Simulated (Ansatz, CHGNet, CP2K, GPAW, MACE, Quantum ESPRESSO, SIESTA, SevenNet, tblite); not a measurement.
# tblite runs on twisted Ti2CO2 MXene bilayer, 38.21° (70 atoms)

Aim: run twisted Ti2CO2 MXene bilayer, 38.21° (70 atoms) in tblite and see how near its forces come to a plane-wave reference, and at what cost.

Method: the method is named at each step, in tblite 0.8.0.

**1. The starting structure**

The cell holds 70 atoms: 14 C, 28 Ti and 28 O. Its edges and angles: a = 8.017 Å, b = 8.017 Å, c = 23.800 Å, α = 90.0°, β = 90.0°, γ = 120.0°. It derives from Ti2CO2 (Ti2CO2 MXene). Ti2CO2 MXene (a = 3.03 Å) under Ti2CO2 MXene (a = 3.03 Å), bilayer, commensurate cell of 7 unit cells a layer, twist 38.21 deg; facing planes 2.92 Å apart; 12 Å of vacuum; layers as built, displaced by a Gaussian of 0.01 Å. Then every atom was moved at random, 0.03 Å r.m.s. a Cartesian component. Regions: layer 1, 35 atoms (7 C, 14 Ti and 14 O); layer 2, 35 atoms (7 C, 14 Ti and 14 O). Vacuum lies along c.

The yardstick, on the same geometry:

```
method                                           : Kohn-Sham DFT, PBE, SSSP efficiency 1.3.0 pseudopotentials, plane waves (Quantum ESPRESSO 7.5); sssp-pbe-1.3.0-efficiency, cutoffs 60/480 Ry, Γ point
r.m.s. force component                           : 0.474 eV/Å
longest force                                    : 1.645 eV/Å
gap (highest filled to lowest empty level) : 0.398 eV
time                                             : 9.1 min on 4 MPI ranks of Arm Neoverse V1, shared host
CPU time                                         : 36 min
```

**2. GFN1-xTB**

Method: GFN1-xTB tight binding, diagonalisation.

run.py

```python
import numpy as np
from ase.io import read
from tblite.ase import TBLite

atoms = read("structure.xyz")
atoms.calc = TBLite(method="GFN1-xTB", electronic_temperature=580, accuracy=1.0, max_iterations=250, mixer_damping=0.1, verbosity=1)
energy = atoms.get_potential_energy()
forces = atoms.get_forces()
print(f"energy {energy:.6f} eV")
print("forces (eV/A)")
for i, (a, f) in enumerate(zip(atoms, forces)):
    print(f"{i:4d} {a.symbol:2s} {f[0]:10.5f} {f[1]:10.5f} {f[2]:10.5f}")
print("charges (e)")
print(np.array2string(atoms.get_charges(), precision=4, suppress_small=True, max_line_width=110, threshold=100000))
```

structure.xyz

```xyz
70
Lattice="8.01660 0.00000 0.00000 -4.00830 6.94258 0.00000 0.00000 0.00000 23.80000" Properties=species:S:1:pos:R:3 pbc="T T T"
C -3.99688 6.94001 8.22028
Ti 0.57030 1.65164 9.54713
Ti 1.75724 0.29242 6.92413
O 1.72934 0.36810 10.43273
O 0.56092 1.65900 5.96880
C -0.55222 2.93525 8.20386
Ti -0.00685 4.65646 9.57807
Ti 1.15078 3.31300 6.88962
O 1.15162 3.25697 10.38703
O 0.04541 4.67798 5.96785
C -1.15114 5.96263 8.19315
Ti 3.42245 0.67260 9.59854
Ti 0.54421 6.28838 6.92509
O 0.53739 6.27880 10.45463
O 3.45407 0.66892 5.96476
C 2.30225 1.92261 8.27336
Ti 2.89235 3.70713 9.53285
Ti 4.00998 2.28827 6.96745
O 4.01940 2.26168 10.40917
O 2.84393 3.67144 6.03187
C 1.69836 5.00442 8.23004
Ti 2.30858 6.58650 9.51119
Ti 3.43599 5.32524 6.89914
O 3.50361 5.33864 10.38822
O 2.27010 6.59899 6.01212
C 5.21091 0.97758 8.23908
Ti 5.70064 2.61950 9.57284
Ti 6.91159 1.28979 6.92128
O 6.88017 1.30312 10.43630
O 5.72377 2.64429 6.00165
C 4.60169 3.96255 8.22028
Ti -2.88409 5.59954 9.52071
Ti -1.68192 4.31391 6.90581
O -1.68204 4.27996 10.45796
O -2.87700 5.53615 5.97523
C 5.77051 3.88576 15.58733
Ti 4.65628 2.55431 16.84635
Ti 4.07003 4.17041 14.27810
O 4.05119 4.20623 17.78860
O 4.66807 2.58903 13.32871
C 3.43315 5.83031 15.59352
Ti 2.29808 4.54163 16.85992
Ti 1.75010 6.21569 14.29737
O 1.75824 6.22881 17.85119
O 2.33536 4.51608 13.34799
C 2.95989 2.87728 15.56710
Ti 1.75419 1.54209 16.89372
Ti 1.17832 3.25433 14.24168
O 1.23408 3.24455 17.80073
O 1.74501 1.64616 13.40107
C 5.20057 0.89261 15.54307
Ti 0.07091 6.54637 16.89729
Ti 3.51985 1.20801 14.25525
O 3.48349 1.15948 17.78288
O 0.00313 6.50686 13.31872
C 0.60950 4.87022 15.57758
[... 10 atom lines left out ...]
Ti -2.83435 5.54157 16.90062
Ti 0.65852 0.30415 14.30261
O 0.59030 0.18446 17.81882
O -2.82457 5.46881 13.36632
```

Run with:

```bash
> OMP_NUM_THREADS=1 python run.py > output.txt
```

Output:

```text
------------------------------------------------------------
  cycle        total energy    energy error   density error
------------------------------------------------------------
      1     -164.4227245689  -1.6455804E+02   1.3055623E+00
      2     -179.7926141568  -1.5369890E+01   1.0146876E+00
      3     -167.2075818792   1.2585032E+01   1.2245682E+00
      4     -185.2888615444  -1.8081280E+01   6.0654443E-01
      5     -80.20888024386   1.0507998E+02   8.0480658E-01
      6     -175.7118278240  -9.5502948E+01   5.5761781E-01
      7     -7.959641104960   1.6775219E+02   9.6236568E-01
      8     -191.5700746357  -1.8361043E+02   8.1068334E-01
      9     -99.97003519110   9.1600039E+01   6.7050505E-01
     10     -193.4882189276  -9.3518184E+01   4.6790406E-01
     11     -191.1384341618   2.3497848E+00   4.0887798E-01
     12     -193.2198685612  -2.0814344E+00   3.1055410E-01
     13     -194.1628501934  -9.4298163E-01   2.6294151E-01
     14     -194.4627686964  -2.9991850E-01   2.4330934E-01
     15     -197.0940284069  -2.6312597E+00   2.3852234E-01
     16     -197.4152641900  -3.2123578E-01   2.2797897E-01
     17     -197.5260102419  -1.1074605E-01   1.9831597E-01
     18     -197.7149712227  -1.8896098E-01   1.5788312E-01
     19     -197.5673422430   1.4762898E-01   1.3731438E-01
     20     -197.9414777079  -3.7413546E-01   1.0908809E-01
     21     -197.9712226531  -2.9744945E-02   9.7423029E-02
     22     -197.9579069958   1.3315657E-02   9.1957067E-02
     23     -198.0315453114  -7.3638316E-02   7.4442931E-02
     24     -198.0688828678  -3.7337556E-02   6.5172862E-02
[...]
42     -198.1600108614  -1.4021019E-05   2.8947922E-04
     43     -198.1600149112  -4.0498651E-06   1.4730042E-04
     44     -198.1600152884  -3.7719317E-07   8.2500975E-05
     45     -198.1600157677  -4.7922376E-07   6.8936287E-05
     46     -198.1600157090   5.8698674E-08   5.3650288E-05
     47     -198.1600158039  -9.4885110E-08   3.8416903E-05
     48     -198.1600157844   1.9491580E-08   2.8120196E-05
     49     -198.1600158781  -9.3699555E-08   1.6545428E-05
------------------------------------------------------------
 total:                                   4.465 sec
energy -5392.208687 eV
forces (eV/A)
   0 C     0.13369   -0.29844   -0.10666
   1 Ti   -0.27493    0.37956    0.49512
   2 Ti    0.08663    0.40252   -0.18695
   3 O     0.23230   -0.28661   -0.69781
   4 O     0.10963    0.06857    1.17468
   5 C     0.00841    0.27267    0.05137
   6 Ti   -0.20552   -0.05929    0.52653
   7 Ti   -0.12687   -0.20159   -0.40932
   8 O     0.08099    0.27213   -0.48843
   9 O    -0.12626   -0.29062    1.15065
  10 C     0.16935   -0.27687    0.19464
  11 Ti   -0.30908    0.13372    0.59616
  12 Ti    0.11933    0.08167   -0.47778
  13 O     0.09535   -0.27852   -0.97355
  14 O    -0.14299   -0.00583    1.27540
  15 C     0.14411    0.29017   -0.77139
  16 Ti   -0.45217   -0.12598   -0.11127
  17 Ti    0.23864   -0.00550   -0.39128
  18 O     0.10259    0.11330   -0.49723
  19 O    -0.04592   -0.13183    1.05999
  20 C     0.26111   -0.56420    0.28424
  21 Ti   -0.26884    0.61059    0.22295
  22 Ti    0.06585   -0.04565   -0.75637
  23 O    -0.12173   -0.43860   -0.37279
[...]
62 Ti   -0.07386   -0.32348   -0.80010
  63 O     0.03282    0.04983   -1.11921
  64 O     0.16471   -0.12513    1.34947
  65 C    -0.30877    0.04880   -0.46511
  66 Ti   -0.29596    0.21885    0.61643
  67 Ti    0.04830   -0.11945   -0.44271
  68 O     0.22210    0.00661   -1.09861
  69 O     0.17020    0.21456    0.90608
charges (e)
[-0.4071  0.6732  0.6375 -0.4539 -0.4586 -0.4136  0.6804  0.6851 -0.4582 -0.4516 -0.4235  0.6839  0.663
 -0.4523 -0.4514 -0.4018  0.639   0.6532 -0.451  -0.4587 -0.4147  0.6353  0.6776 -0.4473 -0.4538 -0.4054
  0.6694  0.6621 -0.4527 -0.4609 -0.4064  0.6423  0.6718 -0.4567 -0.4528 -0.4151  0.6575  0.6694 -0.4573
 -0.4547 -0.4125  0.6585  0.6419 -0.4494 -0.4575 -0.4142  0.6768  0.681  -0.4572 -0.4564 -0.4117  0.6848
  0.6585 -0.4554 -0.4541 -0.4339  0.6565  0.6765 -0.4538 -0.4479 -0.4167  0.6375  0.6262 -0.46   -0.4538
 -0.4117  0.6847  0.6344 -0.451  -0.4609]
```

Wall time 5.1 s (1 thread of Arm Neoverse V1, shared host); peak memory 0.12 GiB.

Banners, paths, timers and routine set-up lines are dropped from the logs unmarked, and long logs keep their key lines alone; longer cuts are marked.

Compared with the plane-wave run:

| Quantity | Value |
| --- | --- |
| r.m.s. force component | 0.4696 eV/Å |
| r.m.s. difference of force components | 548.7 meV/Å |
| longest difference of force vectors | 1829 meV/Å |
| force difference over r.m.s. force | 115.8 % |
| slope of forces against the reference's | 0.3208 |
| correlation of force components | 0.3238 |

Length of the force difference by element (eV/Å):

```csv
element,atoms,mean,most
C,14,0.31,0.44
O,28,1.1,1.8
Ti,28,0.82,1.5
```

A closer look about Ti63, whose charge lies farthest from its element's mean: 9 atoms, nearest first, numbered in the order of the input, with positions taken from that point.

```csv
atom,x,y,z,distance (Å),bonds,Mulliken charge (e),Fx,Fy,Fz (eV/Å)
Ti63,0.00,0.00,0.00,0.00,6,0.63,-0.07,-0.32,-0.80
O65,0.48,-1.66,-1.01,2.00,3,-0.45,0.16,-0.13,1.35
O40,-1.71,0.35,-0.99,2.01,3,-0.45,-0.14,-0.13,1.08
O60,1.20,1.31,-0.98,2.03,3,-0.45,-0.31,0.05,1.00
C51,-1.18,-1.34,1.22,2.16,6,-0.41,0.06,-0.05,0.08
C36,-0.61,1.65,1.27,2.17,6,-0.42,0.22,-0.34,-0.21
C61,1.71,-0.36,1.29,2.17,6,-0.42,-0.21,-0.11,-0.28
Ti58,0.53,2.92,-0.09,2.97,6,0.68,0.00,0.66,-0.73
Ti48,2.82,1.02,-0.08,3.00,6,0.68,0.53,0.24,-0.80
```

Atoms are counted from 1 here, from 0 in the log.

Forces lie 116 % from the reference's, at 0.0023 times its CPU time (on 1 against 4 cores).

**3. What came out**

```yaml
force_difference_from_the_reference: tblite GFN1-xTB, 116 %
its_cpu_time: 5.1 s
```

**Reading.** Tight binding differs by 116 % (tblite GFN1-xTB); it is another model, with fitted parameters of its own, and the xTB methods hold dispersion. One electronic-structure run takes under half the reference's CPU time: tblite GFN1-xTB, at 116 % in 5.1 s against 36 min, too far off to be of use. Periodic xTB results under one method name differ between programs and library versions. The reference's PBE has no dispersion term, which matters for the binding between molecules or layers. The runs have no spin polarisation, so any moments at edges, vacancies or dangling bonds can't form. The electronic-structure runs sample only Γ, in a cell whose shortest periodic width is 7 Å.

[Also dropped from logs without a mark: logging warnings of Python, and SIESTA's first energy breakdown and zero terms.]

[Logs are printed without paths, hosts, clocks, repeated set-up lines and the standing remarks that a program may print on its own settings, such as how far it seeks lower states.]

[Hosts, paths, dates, database ids (printed as entryN), source tags and the programs' standing remarks are cut or masked in the printed files.]
